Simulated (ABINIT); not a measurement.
# A GW chain in ABINIT: CsCu2I3 (Cmcm)

Aim: the G0W0 gap of CsCu2I3 (Cmcm) on LDA, step by step.

Method: LDA and many-body steps on it, plane waves, in ABINIT 10.8.3.

Report form: the programs' logs are mostly left out.

## (1) Set-up

It takes space group Cmcm (No. 63, orthorhombic). The conventional cell has a = 10.548 Å, b = 13.172 Å, c = 6.097 Å, α = 90.00°, β = 90.00°, γ = 90.00°. Nearest to Cs lie 10 I at 3.88 to 4.47 Å. Nearest to Cu lie 4 I at 2.60 to 2.70 Å. Nearest to I lie 4 Cu at 2.70 Å and 2 Cs at 4.09 Å. I has 2 Cu at 2.60 Å and 4 Cs at 3.88 to 4.47 Å nearest. Farther neighbours and most contacts between anions are not listed.

The cell and positions come from the Crystallography Open Database and are kept as given unless a step says otherwise. Spin-orbit coupling is left out unless a step names it.

## (2) Ground state

This step: ABINIT 10.8.3; DFT, LDA, plane waves, norm-conserving pseudopotentials.

The ground-state density comes first.

run.abi reads:

```
acell 3*1.0 Angstrom
rprim 
  5.273950000000 -6.586250000000 0.000000000000
  5.273950000000 6.586250000000 0.000000000000
  0.000000000000 0.000000000000 6.097180000000
ntypat 3
znucl 55 29 53
natom 12
typat 1 1 2 2 2 2 3 3 3 3 3 3
xred 
  0.327800000000 0.672200000000 0.250000000000
  0.672200000000 0.327800000000 0.750000000000
  0.851000000000 0.851000000000 0.000000000000
  0.149000000000 0.149000000000 0.500000000000
  0.149000000000 0.149000000000 0.000000000000
  0.851000000000 0.851000000000 0.500000000000
  0.879600000000 0.120400000000 0.250000000000
  0.120400000000 0.879600000000 0.750000000000
  0.836000000000 0.598000000000 0.250000000000
  0.164000000000 0.402000000000 0.750000000000
  0.598000000000 0.836000000000 0.750000000000
  0.402000000000 0.164000000000 0.250000000000
pp_dirpath "pseudos"
pseudos "Cs.upf, Cu.upf, I.upf"
ecut 38
ngkpt 2 2 4
nshiftk 1
shiftk 0 0 0
kptopt 1
chksymbreak 0
nband 78
occopt 1
tolvrs 1e-08
nstep 60
prtwf 0
optforces 0
optstress 0
indata_prefix "in"
outdata_prefix "out"
tmpdata_prefix "tmp"
```

Command:

```
$ OMP_NUM_THREADS=1 mpirun -n 4 abinit run.abi > log
```

Elapsed: 18 min, on 4 MPI ranks of Arm Neoverse V1, shared host; peak memory 1 GiB.

This step gave:

- total energy: -24028.8806 eV
- gap: 1.748 eV
- k of the valence top: 0, 0, 0
- k of the conduction bottom: 0, 0, 0
- least direct gap: 1.748 eV

The gap is direct, at Γ.

## (3) Empty states on the mesh, 2×2×2 mesh, 332 bands

The sums over transitions need many empty states on a uniform mesh; this step solves for them.

run.abi: that of step 2 with these lines changed.

```diff
@@ -25,3 +25,3 @@
 ecut 38
-ngkpt 2 2 4
+ngkpt 2 2 2
 nshiftk 1
@@ -30,9 +30,10 @@
 chksymbreak 0
-nband 78
-occopt 1
-tolvrs 1e-08
+iscf -2
+irdden 1
+istwfk *1
+nband 332
+nbdbuf 30
+tolwfr 1e-09
 nstep 60
-prtwf 0
-optforces 0
-optstress 0
+prtvol 0
 indata_prefix "in"
```

Elapsed: 31 min, on 4 MPI ranks; peak memory 1.6 GiB; 2.1 h of CPU time.

This step gave:

```yaml
gap: 1.748 eV
k_of_the_valence_top: 0, 0, 0
k_of_the_conduction_bottom: 0, 0, 0
least_direct_gap: 1.748 eV
k_points_computed: 6
lowest_point_of_the_top_converged_band_above_the_valence_top: 33.27 eV
```

On this mesh the gap is 1.748 eV.

## (4) Screening, 2×2×2 mesh, 163 bands, screening to 98 eV

The RPA dielectric matrix is built and inverted for each q.

This step: RPA screening on LDA, plane waves, norm-conserving pseudopotentials.

run.abi: that of step 3 with these lines changed.

```diff
@@ -30,10 +30,11 @@
 chksymbreak 0
-iscf -2
-irdden 1
 istwfk *1
-nband 332
-nbdbuf 30
-tolwfr 1e-09
-nstep 60
-prtvol 0
+occopt 1
+irdwfk 1
+optdriver 3
+nband 163
+ecuteps 3.6
+inclvkb 2
+awtr 1
+symchi 1
 indata_prefix "in"
```

Elapsed: 16 min, on 4 MPI ranks; peak memory 11 GiB; 65 min of CPU time.

This step gave:

* ε∞ with local fields, on this mesh, along the program's q direction: 4.797
* the same without local fields: 5.575
* plasma frequency: 21.04 eV
* plane waves in the screening matrix: 923

Local fields lower ε∞ by 14 %. On a Γ-centred mesh this coarse the value itself is usually too large, while a short band sum pulls it down.

## (5) Self-energy, 2×2×2 mesh, 163 bands, screening to 98 eV

The self-energy is evaluated for the states that the input lists, and the levels follow from it, in one-shot runs by the linearised quasiparticle equation.

This step: G0W0 on LDA, plane waves, norm-conserving pseudopotentials.

run.abi: that of step 4 with these lines changed.

```diff
@@ -33,8 +33,15 @@
 irdwfk 1
-optdriver 3
+optdriver 4
 nband 163
+gwcalctyp 0
+ecutsigx 38
+symsigma 1
+nkptgw 1
+kptgw 
+  0.0000000000 0.0000000000 0.0000000000
+bdgw 
+  67 70
 ecuteps 3.6
-inclvkb 2
-awtr 1
-symchi 1
+irdscr 1
+ppmodel 1
 indata_prefix "in"
```

It took 53 s on 4 MPI ranks; peak memory 5.9 GiB.

Numbers from this step:

* G0W0 gap on the points computed: 3.390 eV
* starting gap on the mesh: 1.748 eV
* k of the valence top: 0, 0, 0
* k of the conduction bottom: 0, 0, 0
* Z at the valence top: 0.739
* Z at the conduction bottom: 0.832
* least direct G0W0 gap on the computed points: 3.390 eV

The gap on the mesh goes from 1.75 eV to 3.39 eV, a correction of +1.64 eV.

Limits: finite bands, cutoff and mesh; d shell near the gap, gap tends to lie low; no spin-orbit coupling; coarse k mesh. v1 is the top filled band, c1 the lowest empty one. The levels before and after the correction (eV, zero at the valence-band top of each column):

|  | conduction bottom | valence top |
| --- | --- | --- |
| Kohn-Sham | 1.75 | 0.00 |
| G0W0 | 3.39 | 0.00 |

```csv
,level,energy (eV)
Kohn-Sham,Γ v2,-0.189
Kohn-Sham,Γ v1,0.000
Kohn-Sham,Γ c1,1.748
Kohn-Sham,Γ c2,2.880
G0W0,Γ v2,-0.250
G0W0,Γ v1,0.000
G0W0,Γ c1,3.390
G0W0,Γ c2,4.286
```

## (6) Where the time went

Times are wall times on 4 MPI ranks of Arm Neoverse V1, shared host, good to a factor of about two.

```csv
step,time,share,memory (GiB)
ground state,18 min,28 %,1.0
empty states on the mesh,31 min,47 %,1.6
screening,16 min,24 %,11
self-energy,53 s,1 %,5.9
```

## (7) Results

```json
{"LDA gap": "1.75 eV, direct", "G0W0 gap on the mesh": "3.39 eV", "GW settings": "2×2×2 mesh, 163 bands, screening to 98 eV, Godby-Needs plasmon pole", "known limits": "not at the basis limit; d shell near the gap, gap tends to lie low; no spin-orbit coupling; coarse k mesh"}
```

**Reading.** G0W0 moves the gap on the mesh from 1.75 eV to 3.39 eV (+1.64 eV), with Z of 0.74 and 0.83 at the edges. Local fields lower the RPA ε∞ on this mesh from 5.57 to 4.80; a Γ-centred mesh this coarse tends to raise both, most where the direct gap is narrow, while a short band sum lowers them. Only 1 of the mesh's irreducible points was corrected, so a valley elsewhere could overtake. The dearest step here is «empty states on the mesh». Bands and cutoff are finite, so the gap is not at the basis limit. The miss can reach some tenths of an eV and take either sign; the mesh is an error of its own. In the G0W0 run levels were corrected at 1 k point alone, so a gap called «on the mesh» is the least over those, and an edge elsewhere would be missed. The 2×2×2 mesh is coarse for this cell, which bears on the long-range parts of exchange and screening. A d shell, filled or nearly so, lies near the gap. One-shot GW converges very slowly in bands there, not always from below, and on a semilocal start the gap tends to come out low; starts rich in exact exchange can overshoot instead. The many-body steps are scalar-relativistic: spin-orbit coupling is not in them.

[Paths, hosts, dates, memory and timing lines, banners, echoed tables and standing remarks are left out of the program output.]

[Logs are printed without paths, hosts, clocks, repeated set-up lines and the standing remarks that a program may print on its own settings, such as how far it seeks lower states.]

[Runs of the session that timed out or met a known fault of the program may be left out.]

[Hosts, paths, dates, database ids (printed as entryN), source tags and the programs' standing remarks are cut or masked in the printed files.]

[G0W0 gaps are taken among the corrected bands and points alone; a level outside them can change the order at an edge.]

[Where Ansatz stands beside ABINIT at settings called matched, ABINIT's density can come from a denser mesh and the files from another edition; pairs whose starting gaps differed by over 0.03 eV were left out, so agreement reads better than it is.]
